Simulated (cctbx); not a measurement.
## Lattice, Laue class and space group of a new crystal

Cell: a = 3.7970 Å, b = 12.9150 Å, c = 8.0450 Å, α = 90.00°, β = 90.00°, γ = 90.00°. Expected content of the cell: Te8 Ti12.

The data are simulated with cctbx, not measured: Mo Kα, λ = 0.71073 Å, to d = 0.84 Å, 80 % of the full sphere, strongest reflection 40000 counts, noise from counting, a 3 % proportional error and a noise floor of 2 counts (s.d.); no absorption.

A first pass over the reflections prints:

```text
2284 reflections to d = 0.840 A
centring   violations  <I/sigma> of those
    A        505 of  1170      9.0
    B        505 of  1131      9.4
    C          0 of  1153      0.0
    I        509 of  1144      9.1
    R        707 of  1521     10.4
    F        505 of  1727      6.1
Laue class    unique    Rint  (classes that these axes allow; Friedel mates merged)
C 1 2/m 1         366   0.023
C 2/m 1 1         400   0.022
C m m m           229   0.024
space group    extra absences  I>4sigma  <I/sigma>
C 2 2 21                9          0       0.1  acentric
C 2 2 2                 0          0         -  acentric
C m m 2                 0          0         -  acentric
C m c 21               27          0      -0.1  acentric
C 2 m m                 0          0         -  acentric
C m 2 m                 0          0         -  acentric
C 2 c m                27          0      -0.1  acentric
C m c m                27          0      -0.1  centric
C m m m                 0          0         -  centric
Wilson B = 0.21 A^2   <|E^2-1|> = 0.815 (0.968 centric, 0.736 acentric)   E^2>4: 1.3 %
shell (A)         n   <I/sigma>
 8.05 - 1.68     34     40.0
 1.68 - 1.33     32     40.6
 1.33 - 1.17     26     45.3
 1.17 - 1.06     31     48.6
 1.06 - 0.98     23     43.6
 0.98 - 0.93     30     37.7
 0.93 - 0.88     28     35.4
 0.88 - 0.84     25     46.1
```

Q: Read the symmetry from these tables.

The reflections that C centring forbids are absent (⟨I/σ⟩ near 0), so the lattice is C.

Rint stays low (0.022 to 0.024) up to C m m m, the highest class in these axes.

9 settings pass the absence test. The most absences obeyed, 27, belong to C m c 21, C 2 c m and C m c m, which absences can't tell apart.

⟨|E²−1|⟩ = 0.815 lies between the two ideal values. The Wilson B of 0.21 Å² means U ≈ 0.0027 Å².

The true group is Cmcm (no. 63), Laue class mmm, centrosymmetric. The tables only narrow the choice to the tied entries; cell content, site symmetry and trial solutions must settle it.

The model is made up (kin elements in a known structure type, no relaxation), so it says nothing on whether the phase exists.

[Logs are printed without paths, hosts, clocks, repeated set-up lines and the standing remarks that a program may print on its own settings, such as how far it seeks lower states.]
